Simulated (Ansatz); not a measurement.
# How Pd(110) screens a field, part 2 of 2

Aim: image plane and induced charge of Pd(110).

Ansatz 0.2.0; plane-wave DFT, LDA, Ansatz PAW (set soft_1); PAW set soft_1 (the session's first sound run).

So far. Step 7 (Single point, field 0.2 V/Å): The dipole is 0.130 e·Å. Step 8 (Atoms held, field -0.2 V/Å): The dipole is -0.130 e·Å.

## 9. Single point, field 0.4 V/Å

The input, input.yaml:

```yaml
crystal:
  lattice:
    - [3.89, 0.0, 0.0]
    - [0.0, 2.7506453788, 0.0]
    - [0.0, 0.0, 26.2519361364]
  atoms:
    - { symbol: Pd, position: [0.0, 0.0, 0.3428318564] }
    - { symbol: Pd, position: [0.5, 0.5, 0.3952212376] }
    - { symbol: Pd, position: [0.0, 0.0, 0.4476106188] }
    - { symbol: Pd, position: [0.5, 0.5, 0.5] }
    - { symbol: Pd, position: [0.0, 0.0, 0.5523893812] }
    - { symbol: Pd, position: [0.5, 0.5, 0.6047787624] }
    - { symbol: Pd, position: [0.0, 0.0, 0.6571681436] }
kpoints:
  mp_grid: { grid: [14, 18, 1] }
hamiltonian:
  xc: lda
  pseudopotentials: { kind: paw, azcp: { folder: soft_1 }, xc_functional: pbe }
scf:
  occupations: { method: fermi_dirac, width: 0.1 }
  convergence: { dr2_threshold: 1.0e-10 }
efield:
  axis: 3
  dipole_correction: true
  ramp_position: 0.9272
  ramp_width: 0.1455
  amplitude: 0.4
output:
  forces: true
  write_potential: true
  write_density: true
  volumetric_format: npy
  elf: true
```

Command:

```console
$ ansatz run input.yaml --threads 4 --pin off --max-ram 6144MiB --backend cpu --events-out ev --progress --plain --runs-dir out
```

Numbers of over 12 decimals in the logs are rounded to 6 here.

The program printed:

```text
[...]
Crystal: 7 atoms, lattice volume = 280.896 Å³
Basis set: ecut = 420 eV, 5495 PW (Γ)
Bands: 76, of which v1, the nominal top of the filled ones, is band 63 counted from 1 (62 counted from 0)
Symmetry: 4 space group operations
k-points: 80 of 252
[...]
k-point 0: bands = [... 59 lower, 3.3399, 3.3563, 3.3769, 3.6380, 3.6465, 3.8116, 4.0013, 4.3857, ... 9 higher]
  k-point 1: bands = [... 59 lower, 3.2391, 3.4359, 3.4557, 3.5113, 3.5922, 3.8898, 3.9088, 4.4317, ... 9 higher]
  k-point 2: bands = [... 59 lower, 3.0993, 3.4037, 3.4508, 3.4655, 3.5393, 3.7650, 3.9933, 4.5624, ... 9 higher]
  k-point 79: bands = [... 59 lower, 3.7475, 3.8177, 3.9060, 3.9278, 5.6091, 5.7462, 7.5513, 7.8273, ... 9 higher]
[key lines of the parts left out:]
SCF converged after 17 iterations
Free energy (F): -47909.492664 eV
Fermi energy:    3.760788 eV
Dipole field:    D = 0.168166 V/Å  (p = 0.261049 e·Å, saw-weighted, corrected)
```

It took 2.4 min on 4 threads of Arm Neoverse N1, shared host; peak memory 1.4 GiB; 9.5 min of CPU time.

Running mean over 1.375 Å of the planar mean, with the applied field; the ramp of the sawtooth is left out. The electron's electrostatic potential energy less the Fermi level by z:

| z (Å) | electron's electrostatic potential energy less the Fermi level (eV) |
| --- | --- |
| 3.5 | 3.61 |
| 4.0 | 3.81 |
| 4.5 | 4.01 |
| 5.0 | 4.21 |
| 5.5 | 4.40 |
| 6.0 | 4.59 |
| 6.5 | 4.73 |
| 7.0 | 4.72 |
| 7.5 | 4.08 |
| 8.0 | 1.18 |
| 8.5 | -3.78 |
| 9.0 | -7.35 |
| 9.5 | -8.38 |
| 10.0 | -8.59 |
| 10.5 | -8.73 |
| 11.0 | -8.81 |
| 11.5 | -8.84 |
| 12.0 | -8.85 |
| 12.5 | -8.85 |
| 13.0 | -8.85 |
| 13.5 | -8.85 |
| 14.0 | -8.85 |
| 14.5 | -8.84 |
| 15.0 | -8.83 |
| 15.5 | -8.78 |
| 16.0 | -8.67 |
| 16.5 | -8.51 |
| 17.0 | -8.08 |
| 17.5 | -5.95 |
| 18.0 | -1.21 |
| 18.5 | 3.18 |
| 19.0 | 4.97 |
| 19.5 | 5.50 |
| 20.0 | 5.77 |
| 20.5 | 5.99 |
| 21.0 | 6.20 |
| 21.5 | 6.40 |
| 22.0 | 6.60 |
| 22.5 | 6.80 |
| 23.0 | 7.00 |

The dipole is 0.261 e·Å.

## 10. The response

This step: plane-wave DFT, LDA, Ansatz PAW (set soft_1); screening of a field by a metal slab; PAW set soft_1 (Ansatz 0.2.0).

The dipoles give the slope, and the difference of two potentials shows where the field is screened.

This step gave:

* equivalent conductor thickness p/(ε₀AE): 11.03 Å
* distance between the outer atoms: 8.252 Å
* inner field over outer field: -0.006391
* image plane, upper face: 1.321 Å
* induced electrons on the upper face over ε₀E: -1.012
* image plane, lower face: 1.321 Å
* induced electrons on the lower face over ε₀E: 1.012

The dipole of the cell by applied field:

| applied field (V/Å) | dipole of the cell (e·Å) |
| --- | --- |
| -0.200 | -0.130 |
| -0.100 | -0.0652 |
| -0.050 | -0.0326 |
| 0.000 | 0 |
| 0.050 | 0.0326 |
| 0.100 | 0.0652 |
| 0.200 | 0.130 |
| 0.400 | 0.261 |

Local field over the applied field, running mean. From the potentials at -0.05 and 0.05 V/Å; running mean over 1.375 Å. Local field over applied field against z:

z (Å), local field over applied field and a bar from the least value:
```
      4.5      0.999 ##############################
      5.0      0.996 ##############################
      5.5      0.989 ##############################
      6.0      0.969 #############################
      6.5      0.920 ############################
      7.0      0.810 ########################
      7.5      0.602 ##################
      8.0      0.327 ##########
      8.5      0.106 ###
      9.0      0.003 
      9.5     -0.008 
     10.0      0.000 
     10.5      0.005 
     11.0      0.006 
     11.5      0.006 
     12.0      0.004 
     12.5     -0.003 
     13.0     -0.008 
     13.5     -0.006 
     14.0      0.001 
     14.5      0.006 
     15.0      0.006 
     15.5      0.006 
     16.0      0.003 
     16.5     -0.005 
     17.0     -0.008 
     17.5      0.036 #
     18.0      0.204 ######
     18.5      0.465 ##############
     19.0      0.718 ######################
     19.5      0.874 ##########################
     20.0      0.950 #############################
     20.5      0.981 #############################
     21.0      0.993 ##############################
     21.5      0.998 ##############################
     22.0      0.999 ##############################
```

Electrons, planar mean, per unit field. Induced electron density against z:

| z (Å) | induced electron density (e/Å³ per V/Å) |
| --- | --- |
| 5 | 3.3e-5 |
| 6 | 2.6e-4 |
| 7 | 0.00152 |
| 8 | 0.00414 |
| 9 | 4.7e-4 |
| 10 | -1.3e-4 |
| 11 | -5.8e-6 |
| 12 | 3.2e-6 |
| 13 | 3.5e-5 |
| 14 | -9.2e-5 |
| 15 | 5.6e-5 |
| 16 | 5.7e-5 |
| 17 | 1.1e-4 |
| 18 | -0.00340 |
| 19 | -0.00219 |
| 20 | -4.2e-4 |
| 21 | -5.6e-5 |
| 22 | -6.5e-6 |

By hand: between -0.05 and 0.05 V/Å the dipole changes by 0.06522 e·Å, a slope of 0.6522 e·Å²/V. A perfect conductor of thickness t has p = ε₀AEt, so t = 180.95 × 0.6522 / 10.700 = 11.03 Å (e/ε₀ = 180.95 V·Å, A in Å²). Less the 8.25 Å between the outer atoms, and halved, that puts each image plane 1.39 Å out.

The induced dipole is that of a conductor 11.03 Å thick.

## 11. A changed input

This step: plane-wave DFT, LDA, Ansatz PAW (set soft_1) (Ansatz 0.2.0).

A run with a changed input: it repeats the earlier run at 0.05 V/Å with scf.eigensolver.kind to davidson and basis.precision to f64.

Edit input.yaml of step 9 so:

```diff
@@ -21,2 +21,3 @@
   convergence: { dr2_threshold: 1.0e-10 }
+  eigensolver: { kind: davidson }
 efield:
@@ -24,5 +25,5 @@
   dipole_correction: true
-  ramp_position: 0.9272
-  ramp_width: 0.1455
-  amplitude: 0.4
+  ramp_position: 0.97
+  ramp_width: 0.06
+  amplitude: 0.05
 output:
@@ -32,2 +33,3 @@
   volumetric_format: npy
-  elf: true
+basis:
+  precision: f64
```

The program printed:

```text
[...]
Crystal: 7 atoms, lattice volume = 280.896 Å³
Basis set: ecut = 420 eV, 5495 PW (Γ)
Bands: 76, of which v1, the nominal top of the filled ones, is band 63 counted from 1 (62 counted from 0)
Symmetry: 4 space group operations
k-points: 80 of 252
[...]
iter 1 solved again at ethr=3.78e-2 eV; its pass at ethr=1.00e-1 eV (dr2=4.76e1 eV) is discarded
[...]
SCF iter  17: F=-47909.441289 eV  HF=-47909.441289 eV  |F-HF|=1.82e-10  |Δ(HF+E_count)|=  1.16e-10  Δρ=1.17e-7  dr2=7.35e-11  ethr=2.58e-12 (applied; sched 1.00e-12)  p=0.033 e·Å  D=2.10e-2 V/Å  ΔV_dip=-0.55 eV  dr2_dipole=2.10e-13  V_vac-E_F(+/−)=5.54/4.90 eV  ⟨swp⟩=2.0  Hψ=11315  notcnv=0
the search or the solves at the SCF's close seem to have found levels that the self-consistency loop had missed (the run counts 3). By its estimate they hold under 1e-12 electrons; where the run keeps them, the occupations were computed again with them
SCF 1 converged in 17 iterations: F = -47909.441289 eV  dr2 = 7.35e-11
  Residual-converged pass: ⟨swp⟩=5.1  Hψ=22015  notcnv=0  max |occ|·‖R‖ = 9.7e-9 eV (tolerance 1.0e-8 eV)  dr2=6.85e-11  dr2_onsite=1.83e-12  max |Δocc| = 2.2e-9
[...]
SCF converged after 17 iterations
Free energy (F): -47909.441289 eV
[...]
Internal energy: -47908.958732 eV  (E = F + TS)
E sigma→0 (E₀):  -47909.200010 eV
Entropy (-TS):   -0.482557 eV (-68.937 meV/atom)
Fermi energy:    3.770508 eV
Dipole field:    D = 0.021005 V/Å  (p = 0.032607 e·Å, saw-weighted, corrected)
Work function:   not extracted (applied field tilts the vacuum); planar V_es + V_field profile in the machine report
[...]
--- Forces (eV/Å), atoms counted from 1 ---
  atom   1  Pd     0.00000000     0.00000000     0.94730764
  atom   2  Pd     0.00000000     0.00000000    -0.37597021
  atom   3  Pd     0.00000000     0.00000000    -0.07112080
  atom   4  Pd     0.00000000     0.00000000    -0.00050418
  atom   5  Pd     0.00000000     0.00000000     0.07450168
  atom   6  Pd     0.00000000     0.00000000     0.37441462
  atom   7  Pd     0.00000000     0.00000000    -0.94862924
  max |Σ_I F_I| component: 4.94e-7 eV/Å
--- Band table (eV; the first three rows and the last of 80) ---
  k-point 0: bands = [... 59 lower, 3.3496, 3.3661, 3.3889, 3.6476, 3.6562, 3.8214, 4.0111, 4.3981, ... 9 higher]
  k-point 1: bands = [... 59 lower, 3.2492, 3.4457, 3.4672, 3.5209, 3.6019, 3.8995, 3.9185, 4.4443, ... 9 higher]
  k-point 2: bands = [... 59 lower, 3.1090, 3.4133, 3.4605, 3.4751, 3.5504, 3.7747, 4.0030, 4.5753, ... 9 higher]
  k-point 79: bands = [... 59 lower, 3.7572, 3.8275, 3.9158, 3.9373, 5.6185, 5.7557, 7.5606, 7.8367, ... 9 higher]
```

Run time: 4.1 min. Hardware: 4 threads; peak memory 1.1 GiB; 16 min of CPU time.

This step gave:

```
energy at zero smearing : -47909.2000 eV
dipole along the normal : 0.03261 e·Å
```

Force by atom:

| atom | x (eV/Å) | y (eV/Å) | z (eV/Å) | size |
| --- | --- | --- | --- | --- |
| Pd1 | 0.000 | 0.000 | 0.947 | 0.947 |
| Pd2 | 0.000 | 0.000 | -0.376 | 0.376 |
| Pd3 | 0.000 | 0.000 | -0.071 | 0.071 |
| Pd4 | 0.000 | 0.000 | -0.001 | 0.001 |
| Pd5 | 0.000 | 0.000 | 0.075 | 0.075 |
| Pd6 | 0.000 | 0.000 | 0.374 | 0.374 |
| Pd7 | 0.000 | 0.000 | -0.949 | 0.949 |

| quantity | this run | earlier run | difference |
| --- | --- | --- | --- |
| dipole along the normal (e·Å) | 0.03261 | 0.03261 | -1.1e-6 |

The dipole moves by under 0.5 % or 5e-5 e·Å.

## 12. The same run with other settings

An input spoilt on purpose, to show how the run answers: it repeats the earlier run at 0.05 V/Å with efield.ramp_width from 0.06 to 0.9, and scf.max_iter set to 75.

Edit input.yaml of step 11 so:

```diff
@@ -21,3 +21,3 @@
   convergence: { dr2_threshold: 1.0e-10 }
-  eigensolver: { kind: davidson }
+  max_iter: 75
 efield:
@@ -26,3 +26,3 @@
   ramp_position: 0.97
-  ramp_width: 0.06
+  ramp_width: 0.9
   amplitude: 0.05
@@ -33,3 +33 @@
   volumetric_format: npy
-basis:
-  precision: f64
```

The program printed:

```text
Engine: ansatz 0.2.0, aarch64-unknown-linux-gnu
Pseudopotentials: kind: paw
Pseudopotential: Pd, paw, valence charge 18, recommended cutoff 420 eV (normal), soft_1/Pd.paw.azcp
Functional definition: SPW92
  exchange = slater_x
  correlation = pw_c
Crystal: 7 atoms, lattice volume = 280.896 Å³
Basis set: ecut = 420 eV, 5495 PW (Γ)
Bands: 76, of which v1, the nominal top of the filled ones, is band 63 counted from 1 (62 counted from 0)
Symmetry: 4 space group operations
k-points: 80 of 252
Non-local potential: Pd, projectors of the file, l = 0: 2, l = 1: 2, l = 2: 2, l = 3: 1
PAW form: soft (Blöchl's): semilocal exchange-correlation on the pseudo side does not see the compensation charge
PAW frozen core: Pd, regenerated for the run's functional, and the local potential with it (the file was generated under x = pbe(κ = 0.804, μ = 0.219515), c = pbe(β = 0.066725))
PAW one-centre angular grid: Pd, 590 points (default); XC on 64 Gauss nodes
Initial density: superposition of atomic densities (neutral atoms: chi_scale 0, normalization atom, screened)
Initial wavefunctions: pseudopotential atomic-orbital guess
Functional: x = slater, c = lda
Error: efield: ion 0 (Pd) at fractional coordinate 0.3428 along the field axis lies inside the sawtooth ramp with 2 of the planes that the density is read on at each end, [0.9589, 0.8811] — the ramp must sit in vacuum (an ion there feels the fictitious reversed slope); set or move the ramp (efield.ramp_position / ramp_width) or move the geometry
```

Wall time 0.51 s (4 threads); peak memory 0.73 GiB.

The program refused the input before any cycle.

The program's message: “Error: efield: ion 0 (Pd) at fractional coordinate 0.3428 along the field axis lies inside the sawtooth ramp with 2 of the planes that the density is read on at each end, [0.9589, 0.8811] — the ramp m …”

The fault put into the input: a ramp so wide that it reaches the atoms.

## 13. Results

```json
{
 "work function": "5.24 eV",
 "image plane, upper face": "1.32 Å",
 "induced electrons on the upper face over ε₀E": "-1.01",
 "equivalent conductor thickness p/(ε₀AE)": "11.0 Å",
 "inner field over outer field": "-0.00639"
}
```

In words: The induced charge has its centre 1.32 Å outside the outermost atoms; this is the plane from which a capacitor's gap or an image potential counts. The equivalent conductor thickness exceeds the distance between the outer atoms by 2.78 Å, about the sum of the two image-plane distances. In the middle of the slab the field is screened to under 2 % of its outer value. The atoms are held at bulk positions with the tabulated experimental lattice constant.

[Logs are printed without paths, hosts, clocks, repeated set-up lines and the standing remarks that a program may print on its own settings, such as how far it seeks lower states.]

[Hosts, paths, dates, database ids (printed as entryN), source tags and the programs' standing remarks are cut or masked in the printed files.]

[Maps of the electrostatic potential energy from Ansatz leave out the sawtooth potential of an applied field or a dipole correction, so their vacuum need not be flat; planar profiles and work functions include it.]
